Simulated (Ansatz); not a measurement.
# Si on Al(111): change of the work function, part 2 of 5

Aim: the work function of Al(111) at several coverages of Si (fcc site), and the dipole that each adsorbate carries.

Ansatz 0.2.0; plane-wave DFT, PBEsol, Ansatz PAW (the session's first sound run).

So far, work function, upper face (eV): step 2 (the clean slab) 4.07.

### 3. The covered slab, k-mesh 3×3×1, coverage 0.0625 ML

System of this step: Si/Al(111). The cell holds 65 atoms: 64 Al and 1 Si. Its edges and angles: a = 11.455 Å, b = 11.455 Å, c = 26.690 Å, α = 90.0°, β = 90.0°, γ = 60.0°. Vacuum lies along c.

The clean slab as it ended is repeated in the plane and the adsorbate is set on one face; the cell's size fixes the coverage, and the k-mesh shrinks with it to keep the sampling density about even. Adsorbate and upper layers relax, since the dipole depends on the height.

The input, input.yaml:

```yaml
crystal:
  lattice:
    - [11.4551298553, 0.0, 0.0]
    - [5.7275649276, 9.9204334583, 0.0]
    - [0.0, 0.0, 26.6895920757]
  atoms:
    - { symbol: Al, position: [0.0, 0.0, 0.3372100995] }
    - { symbol: Al, position: [0.0833333333, 0.0833333333, 0.4248198533] }
    - { symbol: Al, position: [0.1666666667, 0.1666666667, 0.5094791123] }
    - { symbol: Al, position: [0.0, 0.0, 0.5957618588] }
    - { symbol: Al, position: [0.0, 0.25, 0.3372100995] }
    - { symbol: Al, position: [0.0833333333, 0.3333333333, 0.4248198533] }
    - { symbol: Al, position: [0.1666666667, 0.4166666667, 0.5094791123] }
    - { symbol: Al, position: [0.0, 0.25, 0.5957618588] }
    - { symbol: Al, position: [0.0, 0.5, 0.3372100995] }
    - { symbol: Al, position: [0.0833333333, 0.5833333333, 0.4248198533] }
    - { symbol: Al, position: [0.1666666667, 0.6666666667, 0.5094791123] }
    - { symbol: Al, position: [0.0, 0.5, 0.5957618588] }
    - { symbol: Al, position: [0.0, 0.75, 0.3372100995] }
    - { symbol: Al, position: [0.0833333333, 0.8333333333, 0.4248198533] }
    - { symbol: Al, position: [0.1666666667, 0.9166666667, 0.5094791123] }
    - { symbol: Al, position: [0.0, 0.75, 0.5957618588] }
    - { symbol: Al, position: [0.25, 0.0, 0.3372100995] }
    - { symbol: Al, position: [0.3333333333, 0.0833333333, 0.4248198533] }
    - { symbol: Al, position: [0.4166666667, 0.1666666667, 0.5094791123] }
    - { symbol: Al, position: [0.25, 0.0, 0.5957618588] }
    - { symbol: Al, position: [0.25, 0.25, 0.3372100995] }
    - { symbol: Al, position: [0.3333333333, 0.3333333333, 0.4248198533] }
    - { symbol: Al, position: [0.4166666667, 0.4166666667, 0.5094791123] }
    - { symbol: Al, position: [0.25, 0.25, 0.5957618588] }
    - { symbol: Al, position: [0.25, 0.5, 0.3372100995] }
    - { symbol: Al, position: [0.3333333333, 0.5833333333, 0.4248198533] }
    - { symbol: Al, position: [0.4166666667, 0.6666666667, 0.5094791123] }
    - { symbol: Al, position: [0.25, 0.5, 0.5957618588] }
    - { symbol: Al, position: [0.25, 0.75, 0.3372100995] }
    - { symbol: Al, position: [0.3333333333, 0.8333333333, 0.4248198533] }
    - { symbol: Al, position: [0.4166666667, 0.9166666667, 0.5094791123] }
    - { symbol: Al, position: [0.25, 0.75, 0.5957618588] }
    - { symbol: Al, position: [0.5, 0.0, 0.3372100995] }
    - { symbol: Al, position: [0.5833333333, 0.0833333333, 0.4248198533] }
    - { symbol: Al, position: [0.6666666667, 0.1666666667, 0.5094791123] }
    - { symbol: Al, position: [0.5, 0.0, 0.5957618588] }
    - { symbol: Al, position: [0.5, 0.25, 0.3372100995] }
    - { symbol: Al, position: [0.5833333333, 0.3333333333, 0.4248198533] }
    - { symbol: Al, position: [0.6666666667, 0.4166666667, 0.5094791123] }
    - { symbol: Al, position: [0.5, 0.25, 0.5957618588] }
    - { symbol: Al, position: [0.5, 0.5, 0.3372100995] }
    - { symbol: Al, position: [0.5833333333, 0.5833333333, 0.4248198533] }
    - { symbol: Al, position: [0.6666666667, 0.6666666667, 0.5094791123] }
    - { symbol: Al, position: [0.5, 0.5, 0.5957618588] }
    - { symbol: Al, position: [0.5, 0.75, 0.3372100995] }
    - { symbol: Al, position: [0.5833333333, 0.8333333333, 0.4248198533] }
    - { symbol: Al, position: [0.6666666667, 0.9166666667, 0.5094791123] }
    - { symbol: Al, position: [0.5, 0.75, 0.5957618588] }
    - { symbol: Al, position: [0.75, 0.0, 0.3372100995] }
    - { symbol: Al, position: [0.8333333333, 0.0833333333, 0.4248198533] }
    - { symbol: Al, position: [0.9166666667, 0.1666666667, 0.5094791123] }
    - { symbol: Al, position: [0.75, 0.0, 0.5957618588] }
    - { symbol: Al, position: [0.75, 0.25, 0.3372100995] }
    - { symbol: Al, position: [0.8333333333, 0.3333333333, 0.4248198533] }
    - { symbol: Al, position: [0.9166666667, 0.4166666667, 0.5094791123] }
    - { symbol: Al, position: [0.75, 0.25, 0.5957618588] }
    - { symbol: Al, position: [0.75, 0.5, 0.3372100995] }
    - { symbol: Al, position: [0.8333333333, 0.5833333333, 0.4248198533] }
    - { symbol: Al, position: [0.9166666667, 0.6666666667, 0.5094791123] }
    - { symbol: Al, position: [0.75, 0.5, 0.5957618588] }
    - { symbol: Al, position: [0.75, 0.75, 0.3372100995] }
    - { symbol: Al, position: [0.8333333333, 0.8333333333, 0.4248198533] }
    - { symbol: Al, position: [0.9166666667, 0.9166666667, 0.5094791123] }
    - { symbol: Al, position: [0.75, 0.75, 0.5957618588] }
    - { symbol: Si, position: [0.0833333333, 0.0833333333, 0.6627899005] }
kpoints:
  mp_grid: { grid: [3, 3, 1] }
hamiltonian:
  xc: pbesol
scf:
  occupations: { method: fermi_dirac, width: 0.1 }
  convergence: { dr2_threshold: 1.0e-08 }
efield:
  axis: 3
  dipole_correction: true
  ramp_position: 0.97
  ramp_width: 0.06
relax:
  f_tol: 0.02
  max_steps: 60
  constraints:
    - { sites: [0, 1, 4, 5, 8, 9, 12, 13, 16, 17, 20, 21, 24, 25, 28, 29, 32, 33, 36, 37, 40, 41, 44, 45, 48, 49, 52, 53, 56, 57, 60, 61] }
output:
  bader: true
  write_potential: true
  write_density: true
  volumetric_format: npy
```

On the command line:

```console
$ ansatz run input.yaml --threads 4 --pin off --max-ram 6144MiB --backend cpu --events-out ev --progress --plain --runs-dir out
```

Numbers of over 12 decimals in the logs are rounded to 6 here.

The log of the run:

```text
[...]
Crystal: 65 atoms, lattice volume = 3033.001 Å³
Basis set: ecut = 420 eV, 59339 PW (Γ), exchange–correlation on 160×160×360 points (8 copies of the dense FFT grid, shifted against one another)
Bands: 163, of which v1, the nominal top of the filled ones, is band 98 counted from 1 (97 counted from 0)
Symmetry: 6 space group operations
[...]
k-points: 3 of 9 (time reversal used)
[...]
SCF iter   1: F=—  HF=-34178.199913 eV  |F-HF|=—  |Δ(HF+E_count)|=         —  Δρ=1.47e-3  dr2=8.35e-1  ethr=1.77e-3  p=-0.146 e·Å  D=-8.71e-3 V/Å  ΔV_dip=0.23 eV  dr2_dipole=2.70e-2  V_vac-E_F(+/−)=4.24/4.01 eV  ⟨swp⟩=11.3  Hψ=2755  notcnv=0  defer=15
[...]
SCF iter   8: F=-34178.165762 eV  HF=-34178.165762 eV  |F-HF|=1.76e-8  |Δ(HF+E_count)|=   4.91e-8  Δρ=2.34e-7  dr2=5.28e-9  ethr=5.10e-12  p=-0.162 e·Å  D=-9.67e-3 V/Å  ΔV_dip=0.26 eV  dr2_dipole=4.35e-11  V_vac-E_F(+/−)=4.29/4.04 eV  ⟨swp⟩=11.7  Hψ=3351  notcnv=0
SCF 1 converged in 8 iterations: F = -34178.165762 eV  dr2 = 5.28e-9
[...]
relax step   1: F+E_penalty+E_count = -34178.16576161 eV  Δ(F+E_penalty+E_count) = +0.000e0 eV  max|allowed force component| = 5.815e-1 eV/Å  Δτ_max = 0.0000 Å  (8 SCF iters, accepted)
[...]
SCF iter   8: F=-34178.264475 eV  HF=-34178.264475 eV  |F-HF|=1.05e-8  |Δ(HF+E_count)|=   4.15e-8  Δρ=1.52e-7  dr2=3.56e-9  ethr=5.10e-12  p=-0.169 e·Å  D=-1.01e-2 V/Å  ΔV_dip=0.27 eV  dr2_dipole=7.04e-11  V_vac-E_F(+/−)=4.30/4.03 eV  ⟨swp⟩=10.3  Hψ=3087  notcnv=0
SCF 2 converged in 8 iterations: F = -34178.264475 eV  dr2 = 3.56e-9
[...]
relax step   2: F+E_penalty+E_count = -34178.26447468 eV  Δ(F+E_penalty+E_count) = -9.871e-2 eV  max|allowed force component| = 9.952e-2 eV/Å  Δτ_max = 0.0890 Å  (8 SCF iters, accepted)
SCF iter   1: F=—  HF=-34178.272837 eV  |F-HF|=—  |Δ(HF+E_count)|=         —  Δρ=2.80e-4  dr2=8.78e-3  ethr=1.05e-4  p=-0.169 e·Å  D=-1.01e-2 V/Å  ΔV_dip=0.27 eV  dr2_dipole=1.84e-5  V_vac-E_F(+/−)=4.30/4.03 eV  ⟨swp⟩=4.0  Hψ=1044  notcnv=0  defer=18
[...]
SCF iter   7: F=-34178.271823 eV  HF=-34178.271823 eV  |F-HF|=1.41e-8  |Δ(HF+E_count)|=   3.97e-8  Δρ=1.70e-7  dr2=2.77e-9  ethr=5.10e-12  p=-0.170 e·Å  D=-1.01e-2 V/Å  ΔV_dip=0.27 eV  dr2_dipole=2.22e-10  V_vac-E_F(+/−)=4.31/4.04 eV  ⟨swp⟩=10.3  Hψ=2994  notcnv=0
SCF 3 converged in 7 iterations: F = -34178.271823 eV  dr2 = 2.77e-9
[...]
relax step   3: F+E_penalty+E_count = -34178.27182337 eV  Δ(F+E_penalty+E_count) = -7.349e-3 eV  max|allowed force component| = 5.048e-2 eV/Å  Δτ_max = 0.0363 Å  (7 SCF iters, accepted)
SCF iter   1: F=—  HF=-34178.271694 eV  |F-HF|=—  |Δ(HF+E_count)|=         —  Δρ=4.82e-5  dr2=3.77e-4  ethr=1.13e-6  p=-0.170 e·Å  D=-1.01e-2 V/Å  ΔV_dip=0.27 eV  dr2_dipole=6.76e-5  V_vac-E_F(+/−)=4.31/4.04 eV  ⟨swp⟩=3.0  Hψ=897  notcnv=0  defer=22
[...]
SCF iter   5: F=-34178.272086 eV  HF=-34178.272086 eV  |F-HF|=2.94e-8  |Δ(HF+E_count)|=   1.40e-7  Δρ=2.73e-7  dr2=5.83e-9  ethr=5.10e-12  p=-0.170 e·Å  D=-1.02e-2 V/Å  ΔV_dip=0.27 eV  dr2_dipole=2.86e-11  V_vac-E_F(+/−)=4.31/4.04 eV  ⟨swp⟩=9.0  Hψ=3591  notcnv=0
SCF 4 converged in 5 iterations: F = -34178.272086 eV  dr2 = 5.83e-9
relax step   4: F+E_penalty+E_count = -34178.27208558 eV  Δ(F+E_penalty+E_count) = -2.622e-4 eV  max|allowed force component| = 1.413e-2 eV/Å  Δτ_max = 0.0049 Å  (5 SCF iters, accepted)
NSCF: frozen V_eff on 3 k-points
[...]
SCF converged after 5 iterations
Free energy (F): -34178.272086 eV
[...]
Internal energy: -34177.297827 eV  (E = F + TS)
E sigma→0 (E₀):  -34177.784957 eV
Entropy (-TS):   -0.974258 eV (-14.989 meV/atom)
Fermi energy:    0.138385 eV
Dipole field:    D = -0.010151 V/Å  (p = -0.170140 e·Å, saw-weighted, corrected)
Work function:   Φ+ = 4.3071 eV   Φ− = 4.0362 eV
[...]
--- Forces (eV/Å), atoms counted from 1 ---
  atom   1  Al     0.02530492     0.01460980     0.09740471
  atom   2  Al    -0.00000000     0.00000000    -0.06658222
  atom   3  Al    -0.00135326    -0.00078131    -0.00176156
  atom   4  Al     0.00441269     0.00254767     0.00589236
  atom   5  Al     0.00000000    -0.02921961     0.09740471
  atom   6  Al    -0.02229609    -0.02253009    -0.04368454
  atom   7  Al     0.00009259     0.00074200    -0.00130724
  atom   8  Al     0.00000000    -0.00509533     0.00589236
  atom   9  Al    -0.00952471     0.03488780     0.10044199
  atom  10  Al    -0.02149640     0.01241095    -0.12173083
  atom  11  Al    -0.00059629    -0.00045119    -0.00130724
  atom  12  Al    -0.00000949     0.00028781     0.00048716
  atom  13  Al    -0.03497608    -0.00919526     0.10044199
  atom  14  Al     0.00836358     0.03057402    -0.04368454
  atom  15  Al    -0.00000000     0.00156261    -0.00176156
  atom  16  Al    -0.00025399    -0.00013568     0.00048716
  atom  17  Al    -0.02530492     0.01460980     0.09740471
  atom  18  Al    -0.03065967    -0.00804394    -0.04368454
  atom  19  Al     0.00068889    -0.00029081    -0.00130724
  atom  20  Al    -0.00441269     0.00254767     0.00589236
  atom  21  Al     0.00874893     0.00505120     0.10838321
  atom  22  Al    -0.01972353    -0.01138739    -0.16243998
  atom  23  Al    -0.00000000     0.00000000    -0.00081568
  atom  24  Al     0.00076179     0.00043982     0.00087329
  atom  25  Al    -0.00255546     0.00147540     0.09270713
  atom  26  Al    -0.00000000     0.02277478    -0.16243998
  atom  27  Al     0.00059629    -0.00045119    -0.00130724
  atom  28  Al     0.00000724    -0.00000418     0.00021084
  atom  29  Al     0.00000000    -0.01010240     0.10838321
  atom  30  Al    -0.00836358     0.03057402    -0.04368454
  atom  31  Al    -0.00066962     0.00038660    -0.00077674
  atom  32  Al     0.00000000    -0.00087964     0.00087329
  atom  33  Al     0.02545136    -0.02569254     0.10044199
  atom  34  Al     0.00000000    -0.02482191    -0.12173083
  atom  35  Al    -0.00068889    -0.00029081    -0.00130724
  atom  36  Al     0.00024450    -0.00015212     0.00048716
  atom  37  Al     0.00000000    -0.00295079     0.09270713
  atom  38  Al     0.01972353    -0.01138739    -0.16243998
  atom  39  Al    -0.00009259     0.00074200    -0.00130724
  atom  40  Al    -0.00000000     0.00000836     0.00021084
[...]
atom  54  Al     0.02229609    -0.02253009    -0.04368454
  atom  55  Al     0.00000000    -0.00077321    -0.00077674
  atom  56  Al    -0.00076179     0.00043982     0.00087329
  atom  57  Al     0.00952471     0.03488780     0.10044199
  atom  58  Al     0.00000000    -0.03499225    -0.12826418
  atom  59  Al     0.00049713    -0.00028702    -0.00121849
  atom  60  Al     0.00000949     0.00028781     0.00048716
  atom  61  Al    -0.00000000     0.00000000     0.07731281
  atom  62  Al     0.03030418     0.01749613    -0.12826418
  atom  63  Al     0.00066962     0.00038660    -0.00077674
  atom  64  Al     0.00000000    -0.00000000     0.00076910
  atom  65  Si    -0.00000000     0.00000000    -0.01413306
  max |Σ_I F_I| component: 1.44e-5 eV/Å
--- Band table (eV) ---
  k-point 0: bands = [... 94 lower, 0.1875, 0.2300, 0.2300, 0.3395, 0.3635, 0.3635, 0.3735, 0.4378, ... 61 higher]
  k-point 1: bands = [... 94 lower, -0.0905, -0.0847, -0.0084, 0.0394, 0.0985, 0.2442, 0.2510, 0.4043, ... 61 higher]
  k-point 2: bands = [... 94 lower, -0.2682, 0.1324, 0.1418, 0.1432, 0.1452, 0.2036, 0.2130, 0.3455, ... 61 higher]
--- Relaxed structure (4 steps of the walk, 4 accepted, 0 SCFs on fresh bases) ---
  F+E_penalty+E_count = -34178.27208558 eV   max|allowed force component| = 1.413e-2 eV/Å
  atoms:
    - { symbol: Al, position: [-6.405132834282695e-18, -6.4051328342826954e-18, 0.337210] }
    - { symbol: Al, position: [0.083333, 0.083333, 0.424820] }
    - { symbol: Al, position: [0.166760, 0.166760, 0.510254] }
    - { symbol: Al, position: [-0.00614361, -0.00614361, 0.597134] }
    - { symbol: Al, position: [0.0, 0.250000, 0.337210] }
    - { symbol: Al, position: [0.083333, 0.333333, 0.424820] }
    - { symbol: Al, position: [0.167037, 0.417013, 0.508725] }
    - { symbol: Al, position: [-0.00614361, 0.262287, 0.597134] }
    - { symbol: Al, position: [2.7755575615628914e-17, 0.500000, 0.337210] }
    - { symbol: Al, position: [0.083333, 0.583333, 0.424820] }
    - { symbol: Al, position: [0.167037, 0.665950, 0.508725] }
    - { symbol: Al, position: [0.000553943, 0.502252, 0.595237] }
    - { symbol: Al, position: [-5.551115123125783e-17, 0.75, 0.337210] }
    - { symbol: Al, position: [0.083333, 0.833333, 0.424820] }
    - { symbol: Al, position: [0.166760, 0.916481, 0.510254] }
    - { symbol: Al, position: [0.000553943, 0.747194, 0.595237] }
    - { symbol: Al, position: [0.250000, -6.40513283438367e-18, 0.337210] }
    - { symbol: Al, position: [0.333333, 0.083333, 0.424820] }
    - { symbol: Al, position: [0.417013, 0.167037, 0.508725] }
    - { symbol: Al, position: [0.262287, -0.00614361, 0.597134] }
    - { symbol: Al, position: [0.25, 0.250000, 0.337210] }
    - { symbol: Al, position: [0.333333, 0.333333, 0.424820] }
    - { symbol: Al, position: [0.416667, 0.416667, 0.508822] }
    - { symbol: Al, position: [0.251733, 0.251733, 0.594869] }
    - { symbol: Al, position: [0.250000, 0.500000, 0.337210] }
    - { symbol: Al, position: [0.333333, 0.583333, 0.424820] }
    - { symbol: Al, position: [0.417013, 0.665950, 0.508725] }
    - { symbol: Al, position: [0.250967, 0.49951662356, 0.594930] }
    - { symbol: Al, position: [0.250000, 0.75, 0.337210] }
    - { symbol: Al, position: [0.333333, 0.833333, 0.424820] }
    - { symbol: Al, position: [0.417413, 0.916294, 0.509272] }
    - { symbol: Al, position: [0.251733, 0.746534, 0.594869] }
    - { symbol: Al, position: [0.500000, 3.0602301319754556e-17, 0.337210] }
    - { symbol: Al, position: [0.583333, 0.083333, 0.424820] }
    - { symbol: Al, position: [0.665950, 0.167037, 0.508725] }
    - { symbol: Al, position: [0.502252, 0.000553943, 0.595237] }
    - { symbol: Al, position: [0.500000, 0.250000, 0.337210] }
    - { symbol: Al, position: [0.583333, 0.333333, 0.424820] }
    - { symbol: Al, position: [0.665950, 0.417013, 0.508725] }
    - { symbol: Al, position: [0.499517, 0.250967, 0.594930] }
[...]
- { symbol: Al, position: [0.750000, 0.250000, 0.337210] }
    - { symbol: Al, position: [0.833333, 0.333333, 0.424820] }
    - { symbol: Al, position: [0.916294, 0.417413, 0.509272] }
    - { symbol: Al, position: [0.746534, 0.251733, 0.594869] }
    - { symbol: Al, position: [0.75, 0.500000, 0.337210] }
    - { symbol: Al, position: [0.833333, 0.583333, 0.424820] }
    - { symbol: Al, position: [0.915754, 0.667123, 0.509435] }
    - { symbol: Al, position: [0.747194, 0.502252, 0.595237] }
    - { symbol: Al, position: [0.750000, 0.75, 0.337210] }
    - { symbol: Al, position: [0.833333, 0.833333, 0.424820] }
    - { symbol: Al, position: [0.916294, 0.916294, 0.509272] }
    - { symbol: Al, position: [0.750000, 0.75, 0.596155] }
    - { symbol: Si, position: [0.083333, 0.083333, 0.660985] }
--- Bader charges: 65 sites ---
  site symbol  charge [e]  shift [e]
     0     Al      0.0248     0.0000
     1     Al     -0.0311     0.0000
     2     Al     -0.0211     0.0000
     3     Al      0.5120     0.0015
     4     Al      0.0248     0.0000
     5     Al     -0.0215     0.0000
     6     Al     -0.0263     0.0000
     7     Al      0.5120     0.0015
     8     Al      0.0263     0.0000
     9     Al     -0.0356     0.0000
    10     Al     -0.0263     0.0000
    11     Al     -0.0004     0.0001
    12     Al      0.0263     0.0000
    13     Al     -0.0215     0.0000
    14     Al     -0.0211     0.0000
    15     Al     -0.0004     0.0001
    16     Al      0.0248     0.0000
    17     Al     -0.0215     0.0000
    18     Al     -0.0263     0.0000
    19     Al      0.5120     0.0015
    20     Al      0.0211     0.0000
    21     Al     -0.0407     0.0000
    22     Al     -0.0247     0.0000
    23     Al      0.0268     0.0000
    24     Al      0.0220     0.0000
    25     Al     -0.0407     0.0000
    26     Al     -0.0263     0.0000
    27     Al      0.0286     0.0000
    28     Al      0.0211     0.0000
    29     Al     -0.0215     0.0000
    30     Al      0.0158     0.0000
    31     Al      0.0268     0.0000
    32     Al      0.0263     0.0000
    33     Al     -0.0356     0.0000
    34     Al     -0.0263     0.0000
    35     Al     -0.0004     0.0001
    36     Al      0.0220     0.0000
    37     Al     -0.0407     0.0000
    38     Al     -0.0263     0.0000
    39     Al      0.0286     0.0000
[...]
53     Al     -0.0215     0.0000
    54     Al      0.0158     0.0000
    55     Al      0.0268     0.0000
    56     Al      0.0263     0.0000
    57     Al     -0.0363     0.0000
    58     Al     -0.0007     0.0000
    59     Al     -0.0004     0.0001
    60     Al      0.0299     0.0000
    61     Al     -0.0362     0.0000
    62     Al      0.0158     0.0000
    63     Al     -0.0222     0.0000
    64     Si     -1.3709     0.0037
  estimated error of the sums over rays = 4.3e-4 e
```

Wall time 5.4 min (4 threads of Arm Neoverse V2, shared host); peak memory 4.9 GiB.

Relaxation path:

```tsv
step	energy less that of the first step (eV)	largest force component (eV/Å)
1	0.0000	0.5815
2	-0.0987	0.0995
3	-0.1061	0.0505
4	-0.1063	0.0141
```

Forces are held to the 6 operations that the run works with; a distortion that breaks them can't arise in this run.

The atoms that moved most (Å):

```tsv
atom	dx	dy	dz	length
Al4	-0.106	-0.061	0.037	0.127
Al8	0.000	0.122	0.037	0.127
Al20	0.106	-0.061	0.037	0.127
Si65	0.000	0.000	-0.048	0.048
Al56	-0.030	0.017	-0.024	0.042
Al32	0.000	-0.034	-0.024	0.042
Al24	0.030	0.017	-0.024	0.042
Al52	-0.029	0.005	-0.014	0.033
```

Numbers from this step:

```yaml
energy_at_zero_smearing: -34177.7850 eV
work_function_upper_face: 4.307 eV
work_function_lower_face: 4.036 eV
dipole_along_the_normal: -0.1701 e·Å
step_between_the_vacuum_levels: 0.2709 eV
```

Running mean over 2.338 Å of the planar mean; the ramp of the sawtooth is left out. Table of electron's electrostatic potential energy less the Fermi level by z:

z (Å), electron's electrostatic potential energy less the Fermi level (eV) and a bar from the least value:
```
      3.5       4.04 #############################
      4.0       4.04 #############################
      4.5       4.03 #############################
      5.0       4.03 #############################
      5.5       4.01 #############################
      6.0       3.94 #############################
      6.5       3.71 ############################
      7.0       2.94 ##########################
      7.5       1.01 ###################
      8.0      -1.37 ############
      8.5      -3.48 #####
      9.0      -4.41 ##
      9.5      -4.56 #
     10.0      -4.57 #
     10.5      -4.59 #
     11.0      -4.61 #
     11.5      -4.69 #
     12.0      -4.90 
     12.5      -4.94 
     13.0      -4.87 
     13.5      -4.68 #
     14.0      -4.69 #
     14.5      -4.73 #
     15.0      -4.71 #
     15.5      -4.63 #
     16.0      -4.40 ##
     16.5      -3.37 #####
     17.0      -1.31 ############
     17.5       1.00 ###################
     18.0       2.73 #########################
     18.5       3.50 ###########################
     19.0       3.94 #############################
     19.5       4.19 ##############################
     20.0       4.27 ##############################
     20.5       4.30 ##############################
     21.0       4.30 ##############################
     21.5       4.31 ##############################
     22.0       4.31 ##############################
     22.5       4.31 ##############################
     23.0       4.31 ##############################
     23.5       4.31 ##############################
```

The relaxation took 4 steps and lowered the energy by 0.11 eV; the largest force on the free atoms ends at 0.014 eV/Å.

The covered face has 4.31 eV, +0.24 eV against the clean one; the bare back face has moved by -0.02 eV, a measure of how thin the slab is.

(Part 2 of 5 ends here.)

[Logs are printed without paths, hosts, clocks, repeated set-up lines and the standing remarks that a program may print on its own settings, such as how far it seeks lower states.]

[Hosts, paths, dates, database ids (printed as entryN), source tags and the programs' standing remarks are cut or masked in the printed files.]

[Maps of the electrostatic potential energy from Ansatz leave out the sawtooth potential of an applied field or a dipole correction, so their vacuum need not be flat; planar profiles and work functions include it.]
